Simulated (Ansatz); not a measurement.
# (SrO)2(LiCl)2 [001] superlattice, started as rocksalt type: from the cell to its phonons, part 2 of 2

Aim: the vibrations of (SrO)2(LiCl)2 [001] superlattice, started as rocksalt type, their spectra, and whether the structure is stable.

Ansatz 0.2.0; DFT LDA, scalar-relativistic, plane waves, PAW.

So far. Step 4 (Tight relaxation): The largest force component left is 0.80 meV/Å and the pressure is 0.002 GPa, within the tolerances set. The cell now holds 16.15 Å³/atom. The relaxed cell has a = 3.539, c = 10.317 Å (conventional setting).

The structure was built from a prototype and need not be the compound's stable phase.

## (5) Modes at Γ

The zone centre is the only wavevector solved here; it holds the modes that light can see, as far as symmetry allows. The response to a homogeneous field gives the Born charges and the dielectric tensor, and its change with displacement the Raman tensors.

Input file input.yaml:

```yaml
crystal:
  lattice:
    - [2.5022983732, 2.5022983732, 0.0]
    - [-2.5022983732, 2.5022983732, 0.0]
    - [0.0, 0.0, 10.3171677558]
  atoms:
    - { symbol: Cl, position: [0.5, 0.5, 0.5115688079] }
    - { symbol: Cl, position: [0.0, 0.0, 0.7384311921] }
    - { symbol: Li, position: [0.0, 0.0, 0.4589302711] }
    - { symbol: Li, position: [0.5, 0.5, 0.7910697289] }
    - { symbol: O, position: [0.5, 0.5, -0.0013988028] }
    - { symbol: O, position: [0.0, 0.0, 0.2513988028] }
    - { symbol: Sr, position: [0.0, 0.0, 0.0050629087] }
    - { symbol: Sr, position: [0.5, 0.5, 0.2449370913] }
kpoints:
  mp_grid: { grid: [8, 8, 2] }
hamiltonian:
  xc: lda
scf:
  occupations: { method: fixed }
output:
  eigenvalues: true
phonons:
  method: dfpt
  dielectric: true
  rigid_motions: translations
  raman: true
```

On the command line:

```bash
ansatz run input.yaml --threads 8 --pin off --max-ram 14336MiB --backend cpu --events-out ev --progress --plain --runs-dir out
```

Numbers of over 12 decimals in the logs are rounded to 6 here.

The log of the run:

```text
[...]
Crystal: 8 atoms, lattice volume = 129.202 Å³
Basis set: ecut = 420 eV, 2519 PW (Γ), exchange–correlation on 48×48×144 points (8 copies of the dense FFT grid, shifted against one another)
Bands: 34, of which v1, the nominal top of the filled ones, is band 26 counted from 1 (25 counted from 0)
Symmetry: 16 space group operations
k-points: 42 of 128 (irreducible under 2 space group operations, time reversal used)
[...]
SCF iter   1: F=—  HF=-10504.264832 eV  |F-HF|=—  |Δ(HF+E_count)|=         —  Δρ=1.20e-2  dr2=1.82e-1  ethr=1.77e-3  ⟨swp⟩=5.3  Hψ=5898  notcnv=0  defer=207
[...]
SCF iter   9: F=-10504.213383 eV  HF=-10504.213383 eV  |F-HF|=1.27e-11  |Δ(HF+E_count)|=  5.09e-11  Δρ=9.65e-8  dr2=2.00e-11  ethr=1.00e-12  ⟨swp⟩=16.9  Hψ=11371  notcnv=0
SCF 1 converged in 9 iterations: F = -10504.213383 eV  dr2 = 2.00e-11
[...]
DFPT response loops at Γ: preconditioner auto → Resta (q_TF=auto, 2.344 Å⁻¹)  ε∞=4.1 (no band partly filled); β = 1.00, the filter's whole step (`scf.mixing.beta` (0.50) is not read by the response loops at its default; to damp them type it under 1.00, their step now; it binds the ground state too); Broyden in place of MSR1
── the response to a field inside a basis, on 8×8×4 k-points: an SCF that follows is theirs, and a resumed run solves both again ──
Bands: 27, of which v1, the nominal top of the filled ones, is band 26 counted from 1 (25 counted from 0)
k-points: 20 of 256
[...]
Eigensolver: Dense (20 Hₖ)
SCF iter   1: F=—  HF=-10504.185650 eV  |F-HF|=—  |Δ(HF+E_count)|=         —  Δρ=3.60e-4  dr2=4.15e-5  ethr=1.00e-1
[...]
SCF iter   6: F=-10504.185641 eV  HF=-10504.185641 eV  |F-HF|=2.73e-11  |Δ(HF+E_count)|=  8.00e-11  Δρ=2.04e-7  dr2=7.22e-11  ethr=4.11e-12
SCF 1 converged in 6 iterations: F = -10504.185641 eV  dr2 = 7.22e-11
[...]
SCF converged after 9 iterations
Free energy (F): -10504.213383 eV
[...]
Internal energy: -10504.213383 eV  (E = F + TS)
E sigma→0 (E₀):  -10504.213383 eV
Fermi energy:    5.450217 eV
[...]
--- Band table (eV; the first three rows and the last of 42) ---
  k-point 0: bands = [... 22 lower, 5.4323, 5.4323, 5.4456, 5.4456, 8.9975, 10.0269, 10.5590, 11.6651, ... 4 higher]
  k-point 1: bands = [... 22 lower, 5.4202, 5.4202, 5.4502, 5.4502, 9.0028, 10.4573, 10.5290, 11.1469, ... 4 higher]
  k-point 2: bands = [... 22 lower, 5.0755, 5.1210, 5.2343, 5.2568, 9.4374, 10.4641, 10.9345, 11.8896, ... 4 higher]
  k-point 41: bands = [... 22 lower, 5.2641, 5.2641, 5.3025, 5.3025, 9.5037, 9.5037, 11.5492, 11.5492, ... 4 higher]
--- Phonons (Γ-DFPT): 8 representative perturbations + reference, on 42 of 128 k-points (Σ response iterations 27) ---
  k mesh reduced under 2 symmetry operations, with k and −k counted as one. Each operation leaves every solved perturbation unchanged. A smaller set is not considered because the run solves the response to a homogeneous field
  ASR residual: 1.297e-4 → 0.000e0 eV/Å²; symmetrization residual: 3.080e-6 eV/Å²
  ASR residual per site (eV/Å²): 1.15e-4 1.15e-4 2.33e-5 2.33e-5 5.19e-6 5.19e-6 1.30e-4 1.30e-4
  Γ frequencies (cm⁻¹): 0.00 0.00 0.00 69.83 69.83 92.46 92.46 114.50 114.50 137.39 138.87 209.80 216.41 222.04 222.04 225.09 225.09 277.86 277.86 283.13 283.13 290.79 339.72 352.27
  ε∞ (high-frequency dielectric tensor):
        3.510148     0.000000     0.000000
        0.000000     3.510148     0.000000
        0.000000     0.000000     3.483610
  ε⁰ (static dielectric tensor: ions relaxed, cell fixed):
       17.619250    -0.000000    -0.000000
       -0.000000    17.619250    -0.000000
       -0.000000    -0.000000    21.675387
  ε⁰ − ε∞ (ionic part):
       14.109103    -0.000000    -0.000000
       -0.000000    14.109103    -0.000000
       -0.000000    -0.000000    18.191776
  softest optical mode at Γ: 69.83 cm⁻¹; the repairs (sum rule, projections) moved no ω² at Γ by more than (1.95 cm⁻¹)²
  Born effective charges Z* (e; rows j = field, columns β = displacement):
    site 0:
        -1.13035   -0.00000    0.00000
         0.00000   -1.13035    0.00000
        -0.00000    0.00000   -1.31041
    site 1:
        -1.13035   -0.00000    0.00000
         0.00000   -1.13035   -0.00000
        -0.00000    0.00000   -1.31041
    site 2:
         1.16709    0.00000    0.00000
        -0.00000    1.16709    0.00000
        -0.00000   -0.00000    1.13560
    site 3:
         1.16709    0.00000    0.00000
        -0.00000    1.16709    0.00000
        -0.00000   -0.00000    1.13560
    site 4:
        -2.52680    0.00000    0.00000
        -0.00000   -2.52680    0.00000
         0.00000    0.00000   -2.05053
    site 5:
        -2.52680    0.00000    0.00000
        -0.00000   -2.52680    0.00000
        -0.00000   -0.00000   -2.05053
    site 6:
         2.49005    0.00000    0.00000
        -0.00000    2.49005   -0.00000
         0.00000    0.00000    2.22533
    site 7:
         2.49005    0.00000   -0.00000
        -0.00000    2.49005    0.00000
        -0.00000   -0.00000    2.22533
  Z* charge neutrality: 8.599e-3 e pre-enforcement
  solved inside a basis spanned on kpoints, on 8×8×4 k-points: ε∞ is read to err by 1.1e-2, Z* by 1.2e-2 e (field_mesh: kpoints solves on kpoints); Z* is corrected for what the basis lacks
  Raman tensors (in the event stream and the table raman_tensors.tsv): an entry may err by 5.0e-2 Å², one of the second-order susceptibility by 1.4e-19 pm/V (basis, points and sum rule); their sum over the sites missed zero by 5.551e-16 Å² ahead of its enforcement
  optical modes at Γ without the LO–TO term, one row a degenerate level:
      ω (cm⁻¹)  modes    IR ((D/Å)²/amu)  static Raman (Å⁴/amu)  depolarisation
         69.83      2             4.5293                 0.0000               —
         92.46      2             0.0000                 0.4335           0.750
        114.50      2             0.0000                 2.5340           0.750
        137.39      1            18.6241                 0.0000               —
        138.87      1             0.0000                 6.5173           0.006
        209.80      1             0.0000                 2.4183           0.153
        216.41      1             4.4863                 0.0000               —
        222.04      2             0.0022                 0.0000               —
        225.09      2             0.0000                 0.0716           0.750
        277.86      2            60.2646                 0.0000               —
        283.13      2             0.0000                 0.8684           0.750
        290.79      1             0.0000                 1.3814           0.672
        339.72      1             0.0000                 2.9812           0.141
        352.27      1             2.4330                 0.0000               —
  optical modes at Γ + LO–TO along q̂ = [1.0000, 0.0000, 0.0000]:
      ω (cm⁻¹)  modes    IR ((D/Å)²/amu)  static Raman (Å⁴/amu)  depolarisation
         69.83      1             2.2647                 0.0000               —
         91.43      1             0.2341                 0.0000               —
         92.46      2             0.0000                 0.4335           0.750
        114.50      2             0.0000                 2.5340           0.750
        137.39      1            18.6241                 0.0000               —
        138.87      1             0.0000                 6.5173           0.006
        209.80      1             0.0000                 2.4183           0.153
        216.41      1             4.4863                 0.0000               —
        222.04      1             0.0011                 0.0000               —
        222.04      1             0.0000                 0.0000               —
        225.09      2             0.0000                 0.0716           0.750
        277.86      1            30.1323                 0.0000               —
        283.13      2             0.0000                 0.8684           0.750
        290.79      1             0.0000                 1.3814           0.672
        339.72      1             0.0000                 2.9812           0.141
        352.27      1             2.4330                 0.0000               —
        475.49      1            32.1639                 0.0000               —
  optical modes at Γ + LO–TO along q̂ = [0.0000, 1.0000, 0.0000]:
      ω (cm⁻¹)  modes    IR ((D/Å)²/amu)  static Raman (Å⁴/amu)  depolarisation
         69.83      1             2.2647                 0.0000               —
         91.43      1             0.2341                 0.0000               —
         92.46      2             0.0000                 0.4335           0.750
        114.50      2             0.0000                 2.5340           0.750
        137.39      1            18.6241                 0.0000               —
        138.87      1             0.0000                 6.5173           0.006
        209.80      1             0.0000                 2.4183           0.153
        216.41      1             4.4863                 0.0000               —
        222.04      1             0.0011                 0.0000               —
        222.04      1             0.0000                 0.0000               —
        225.09      2             0.0000                 0.0716           0.750
        277.86      1            30.1323                 0.0000               —
        283.13      2             0.0000                 0.8684           0.750
        290.79      1             0.0000                 1.3814           0.672
        339.72      1             0.0000                 2.9812           0.141
        352.27      1             2.4330                 0.0000               —
        475.49      1            32.1639                 0.0000               —
  optical modes at Γ + LO–TO along q̂ = [0.0000, 0.0000, 1.0000]:
      ω (cm⁻¹)  modes    IR ((D/Å)²/amu)  static Raman (Å⁴/amu)  depolarisation
         69.83      2             4.5293                 0.0000               —
         92.46      2             0.0000                 0.4335           0.750
        114.50      2             0.0000                 2.5340           0.750
        138.87      1             0.0000                 6.5173           0.006
        199.73      1             0.3283                 0.0000               —
        209.80      1             0.0000                 2.4183           0.153
        222.04      2             0.0022                 0.0000               —
        225.09      2             0.0000                 0.0716           0.750
        277.86      2            60.2646                 0.0000               —
        283.13      2             0.0000                 0.8684           0.750
        290.79      1             0.0000                 1.3814           0.672
        316.59      1             5.1435                 0.0000               —
        339.72      1             0.0000                 2.9812           0.141
        413.19      1            20.0715                 0.0000               —
```

Run time: 33 s. Hardware: 8 threads of AMD EPYC 9R45 (Zen 5), shared host; peak memory 2.9 GiB.

This step gave:

```
sum-rule residual before enforcement                    : 1.30e-4 eV/Å²
miss of the charge sum rule                             : 0.008599 e
estimated error of the dielectric tensor                : 0.01084
estimated error of the Born charges                     : 0.01206 e
point group                                             : 4/mmm
highest optical mode at the zone centre (no LO-TO term) : 352.3 cm⁻¹
lowest optical zone-centre mode                         : 69.83 cm⁻¹
mean high-frequency dielectric constant                 : 3.501
largest Born charge (third of the trace)                : 2.402 e
mean static dielectric constant                         : 18.97
top of the zone-centre spectrum with the field          : 475.5 cm⁻¹
```

Without the LO-TO term. Patterns of degenerate modes are one choice out of their space. Modes at Γ, with each element's share of the kinetic energy:

| mode | frequency (cm⁻¹) | symmetry | Cl % | Li % | O % | Sr % |
| --- | --- | --- | --- | --- | --- | --- |
| 1 | 0.0 | acoustic | 24 | 5 | 11 | 60 |
| 2 | 0.0 | acoustic | 24 | 5 | 11 | 60 |
| 3 | 0.0 | acoustic | 24 | 5 | 11 | 60 |
| 4 | 69.8 | Eu | 74 | 0 | 1 | 25 |
| 5 | 69.8 | Eu | 74 | 0 | 1 | 25 |
| 6 | 92.5 | Eg | 19 | 6 | 9 | 65 |
| 7 | 92.5 | Eg | 19 | 6 | 9 | 65 |
| 8 | 114.5 | Eg | 78 | 0 | 1 | 21 |
| 9 | 114.5 | Eg | 78 | 0 | 1 | 21 |
| 10 | 137.4 | A2u | 0 | 73 | 27 | 0 |
| 11 | 138.9 | A1g | 37 | 13 | 3 | 47 |
| 12 | 209.8 | A1g | 15 | 41 | 7 | 38 |
| 13 | 216.4 | A2u | 71 | 0 | 0 | 29 |
| 14 | 222.0 | Eu | 2 | 64 | 22 | 11 |
| 15 | 222.0 | Eu | 2 | 64 | 22 | 11 |
| 16 | 225.1 | Eg | 2 | 69 | 18 | 11 |
| 17 | 225.1 | Eg | 2 | 69 | 18 | 11 |
| 18 | 277.9 | Eu | 0 | 31 | 65 | 4 |
| 19 | 277.9 | Eu | 0 | 31 | 65 | 4 |
| 20 | 283.1 | Eg | 0 | 25 | 72 | 3 |
| 21 | 283.1 | Eg | 0 | 25 | 72 | 3 |
| 22 | 290.8 | A1g | 29 | 35 | 36 | 0 |
| 23 | 339.7 | A1g | 19 | 12 | 54 | 15 |
| 24 | 352.3 | A2u | 5 | 22 | 62 | 11 |

Displacements in mode 4 (69.8 cm⁻¹), the largest set to 1:
```
Cl1  0.13  1.00  0.00
Cl2  0.13  1.00  0.00
Li3  0.00  0.03  0.00
Li4  0.00  0.03  0.00
O5  -0.02 -0.19  0.00
O6  -0.02 -0.19  0.00
Sr7 -0.05 -0.37  0.00
Sr8 -0.05 -0.37  0.00
```

Displacements in mode 24 (352.3 cm⁻¹), the largest set to 1:
```
Cl1  0.00  0.00 -0.19
Cl2  0.00  0.00 -0.19
Li3  0.00  0.00  0.90
Li4  0.00  0.00  0.90
O5   0.00  0.00  1.00
O6   0.00  0.00  1.00
Sr7  0.00  0.00 -0.18
Sr8  0.00  0.00 -0.18
```

Optical modes at the zone centre, without and with the macroscopic field of the longitudinal modes; each column is sorted by frequency, so a row need not hold one and the same mode. Modes with and without the field, by row:

| rank among optical modes | no field (cm⁻¹) | q along (1, 0, 0) (cm⁻¹) | q along (0, 0, 1) (cm⁻¹) |
| --- | --- | --- | --- |
| 1 | 69.8 | 69.8 | 69.8 |
| 2 | 69.8 | 91.4 | 69.8 |
| 3 | 92.5 | 92.5 | 92.5 |
| 4 | 92.5 | 92.5 | 92.5 |
| 5 | 114.5 | 114.5 | 114.5 |
| 6 | 114.5 | 114.5 | 114.5 |
| 7 | 137.4 | 137.4 | 138.9 |
| 8 | 138.9 | 138.9 | 199.7 |
| 9 | 209.8 | 209.8 | 209.8 |
| 10 | 216.4 | 216.4 | 222 |
| 11 | 222 | 222 | 222 |
| 12 | 222 | 222 | 225.1 |
| 13 | 225.1 | 225.1 | 225.1 |
| 14 | 225.1 | 225.1 | 277.9 |
| 15 | 277.9 | 277.9 | 277.9 |
| 16 | 277.9 | 283.1 | 283.1 |
| 17 | 283.1 | 283.1 | 283.1 |
| 18 | 283.1 | 290.8 | 290.8 |
| 19 | 290.8 | 339.7 | 316.6 |
| 20 | 339.7 | 352.3 | 339.7 |
| 21 | 352.3 | 475.5 | 413.2 |

Born charge (rows field, columns displacement) (e), principal values of the symmetric part by kind of site:

| atom | atoms with these values | low | middle | high | mean |
| --- | --- | --- | --- | --- | --- |
| Cl1 | 2 | -1.31 | -1.13 | -1.13 | -1.19 |
| Li3 | 2 | 1.14 | 1.17 | 1.17 | 1.16 |
| O5 | 2 | -2.53 | -2.53 | -2.05 | -2.37 |
| Sr7 | 2 | 2.23 | 2.49 | 2.49 | 2.40 |

In full for Cl1:

```
-1.13  0.00  0.00
 0.00 -1.13  0.00
 0.00  0.00 -1.31
```

High-frequency dielectric tensor:

```
3.51 0.00 0.00
0.00 3.51 0.00
0.00 0.00 3.48
```

Static dielectric tensor (ions relaxed, fixed cell):

```
17.62  0.00  0.00
 0.00 17.62  0.00
 0.00  0.00 21.68
```

Transverse modes. Infrared lines, with heights relative to the strongest:

| position (cm⁻¹) | relative intensity |
| --- | --- |
| 70 | 7.5 |
| 92 | 0.0 |
| 114 | 0.0 |
| 137 | 31 |
| 139 | 0.0 |
| 210 | 0.0 |
| 216 | 7.4 |
| 222 | 0.0 |
| 225 | 0.0 |
| 278 | 100 |
| 283 | 0.0 |
| 291 | 0.0 |
| 340 | 0.0 |
| 352 | 4.0 |

Activity x (w_L - w)^4 (n + 1)/w, 532 nm, 300 K; modes without the macroscopic field alone. Lines of the Raman spectrum (strongest = 100):

| position (cm⁻¹) | relative intensity |
| --- | --- |
| 70 | 0.0 |
| 92 | 14 |
| 114 | 55 |
| 137 | 0.0 |
| 139 | 100 |
| 210 | 19 |
| 216 | 0.0 |
| 222 | 0.0 |
| 225 | 0.5 |
| 278 | 0.0 |
| 283 | 4.2 |
| 291 | 6.3 |
| 340 | 11 |
| 352 | 0.0 |

Before it was imposed, the acoustic sum rule was missed by 1.3e-4 eV/Å² and the charge sum rule by 0.0086 e. Small misses are needed for a sound result but don't prove that mesh and cutoff are converged. The lowest optical mode is real, 69.8 cm⁻¹.

## (6) Another isotope, element Cl, natural mass 35.45 amu

An isotope changes the mass and not the force constants, so no new electronic calculation is needed; the shifts show which modes move this element.

The same force constants with the mass of Cl changed from 35.450 to 36.966 u (phonopy, no LO-TO term). Both lists are sorted by frequency; levels can cross, so a row need not hold one and the same mode. Modes under 3 cm⁻¹ are left out. Isotope shifts, by row:

| q | rank | natural mass (cm⁻¹) | changed mass (cm⁻¹) |
| --- | --- | --- | --- |
| 0 0 0 | 4 | 69.83 | 68.77 |
| 0 0 0 | 5 | 69.83 | 68.77 |
| 0 0 0 | 6 | 92.46 | 92.06 |
| 0 0 0 | 7 | 92.46 | 92.06 |
| 0 0 0 | 8 | 114.5 | 112.7 |
| 0 0 0 | 9 | 114.5 | 112.7 |
| 0 0 0 | 10 | 137.4 | 137.4 |
| 0 0 0 | 11 | 138.9 | 137.8 |
| 0 0 0 | 12 | 209.8 | 209.1 |
| 0 0 0 | 13 | 216.4 | 213.2 |
| 0 0 0 | 14 | 222 | 221.9 |
| 0 0 0 | 15 | 222 | 221.9 |
| 0 0 0 | 16 | 225.1 | 225 |
| 0 0 0 | 17 | 225.1 | 225 |
| 0 0 0 | 18 | 277.9 | 277.9 |
| 0 0 0 | 19 | 277.9 | 277.9 |
| 0 0 0 | 20 | 283.1 | 283.1 |
| 0 0 0 | 21 | 283.1 | 283.1 |
| 0 0 0 | 22 | 290.8 | 289 |
| 0 0 0 | 23 | 339.7 | 338.4 |
| 0 0 0 | 24 | 352.3 | 351.9 |

A mode of this element alone would shift by -2.07 %. The highest zone-centre frequency without the field goes from 352.3 to 351.9 cm⁻¹ (-0.1 %). The product of the frequency ratios over all optical modes at Γ is 0.896; the product rule, (m/m′)^(3k/2) (M′/M)^(3/2) with k = 2 such atoms and M the mass of the cell, gives 0.896.

## (7) Another isotope, element Li, natural mass 6.94 amu

The same for Li, from 6.94 to 6.02 u.

A mode of this element alone would shift by +7.41 %. The highest zone-centre frequency without the field goes from 352.3 to 358.3 cm⁻¹ (+1.7 %). The product of the frequency ratios over all optical modes at Γ is 1.521; the product rule, (m/m′)^(3k/2) (M′/M)^(3/2) with k = 2 such atoms and M the mass of the cell, gives 1.521.

## (8) Isotope substitution, element O, natural mass 15.999 amu

The same for O, from 16.00 to 18.00 u.

A mode of this element alone would shift by -5.72 %. The highest zone-centre frequency without the field goes from 352.3 to 339.9 cm⁻¹ (-3.5 %). The product of the frequency ratios over all optical modes at Γ is 0.717; the product rule, (m/m′)^(3k/2) (M′/M)^(3/2) with k = 2 such atoms and M the mass of the cell, gives 0.717.

## (9) Another isotope, element Sr, natural mass 87.62 amu

The same for Sr, from 87.62 to 85.91 u.

A mode of this element alone would shift by +0.99 %. The highest zone-centre frequency without the field goes from 352.3 to 352.6 cm⁻¹ (+0.1 %). The product of the frequency ratios over all optical modes at Γ is 1.043; the product rule, (m/m′)^(3k/2) (M′/M)^(3/2) with k = 2 such atoms and M the mass of the cell, gives 1.042.

## (10) Results

```json
{
  "space group after relaxation (within 0.01 Å)": "P4/nmm",
  "volume per atom": "16.2 Å³",
  "gap on the k-mesh": "3.55 eV",
  "highest optical mode at the zone centre (no LO-TO term)": "352 cm⁻¹",
  "top of the zone-centre spectrum with the field": "475 cm⁻¹",
  "lowest optical zone-centre mode": "69.8 cm⁻¹",
  "mean high-frequency dielectric constant": "3.50",
  "mean static dielectric constant": "19.0",
  "largest Born charge (third of the trace)": "2.40 e",
  "imaginary modes at Γ (the only wavevector solved)": "none"
}
```

What this shows: The structure is stable against zone-centre distortions, since no mode there is imaginary; other wavevectors were not solved, so zone-boundary instabilities are untested. Without the field, the optical modes at Γ span 70 to 352 cm⁻¹. No dispersion was computed. With the macroscopic field of the longitudinal modes the top of the zone-centre spectrum lies at 475 cm⁻¹, against 352 cm⁻¹ without it. Lattice motion raises the mean dielectric constant from 3.501 to 18.97. The strongest infrared line is at 278 cm⁻¹. Averaged over orientations, the strongest Raman line at 532 nm and 300 K is at 139 cm⁻¹. The starting cell was built on a prototype and not taken from a measurement, so the phase need not exist. These are harmonic frequencies at zero temperature: anharmonic shifts, linewidths and thermal expansion are left out.

[Logs are printed without paths, hosts, clocks, repeated set-up lines and the standing remarks that a program may print on its own settings, such as how far it seeks lower states.]

[Hosts, paths, dates, database ids (printed as entryN), source tags and the programs' standing remarks are cut or masked in the printed files.]
